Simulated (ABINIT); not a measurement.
Records of electronic-structure calculations.

```xyz
2
Lattice="0.000 2.958 2.958 2.958 0.000 2.958 2.958 2.958 0.000" Properties=species:S:1:pos:R:3 pbc="T T T" subject="Quasiparticle gap of CdS (Hawleyite) in ABINIT" method="RPA screening on PBE, plane waves, norm-conserving pseudopotentials (and 2 further levels or steps)" program="ABINIT 10.8.3" settings="cutoff 47 Ha, PseudoDojo scalar-relativistic 0.4.1 standard, norm-conserving, potential set dojo-sr-pbe-0.4.1-standard, ngkpt (4, 4, 4), nband 97, ecuteps 5 Ha, inclvkb 2, shiftk (0, 0, 0), symchi 1, awtr 1, frequency ppm, 4×4×4 k-mesh" cost="5 runs, 2.2 min in all on 4 MPI ranks of Intel Xeon Platinum 8375C at 2.90GHz (Ice Lake), shared host" notes=" Limits: no spin-orbit coupling. The 4×4×4 mesh is coarse for this cell, which bears on the long-range parts of exchange and screening." pbe_gap="1.05 eV, direct" g0w0_gap_on_the_mesh="1.94 eV" gw_settings="4×4×4 mesh, 97 bands, screening to 136.1 eV, Godby-Needs plasmon pole" known_limits="short of the basis limit; no spin-orbit coupling; coarse k mesh"
Cd    0.000    0.000    0.000
S     1.479    1.479    1.479
```

[Long decimals in the printed logs are rounded to 6 places.]

[Logs are printed without paths, hosts, clocks, repeated set-up lines and the standing remarks that a program may print on its own settings, such as how far it seeks lower states.]

[Paths, hosts, dates, memory and timing lines, banners, echoed tables and standing remarks are left out of the program output; an Ansatz launch command may be rebuilt from the run's recorded settings. Measured values are a selection of at most five: reports struck by readers or far from the other reports are left out. None is set beside runs whose start may be inverted or whose files or cutoffs have a known fault.]

[Runs of the session that timed out or met a known fault of the program may be left out.]

[Hosts, paths, dates, database ids (printed as entryN), source tags and the programs' standing remarks are cut or masked in the printed files.]

[G0W0 gaps are taken among the corrected bands and points alone; a level outside them can change the order at an edge.]

[Where Ansatz stands beside ABINIT at settings called matched, ABINIT's density can come from a denser mesh and the files from another edition; pairs whose starting gaps differed by over 0.03 eV were left out, so agreement reads better than it is.]
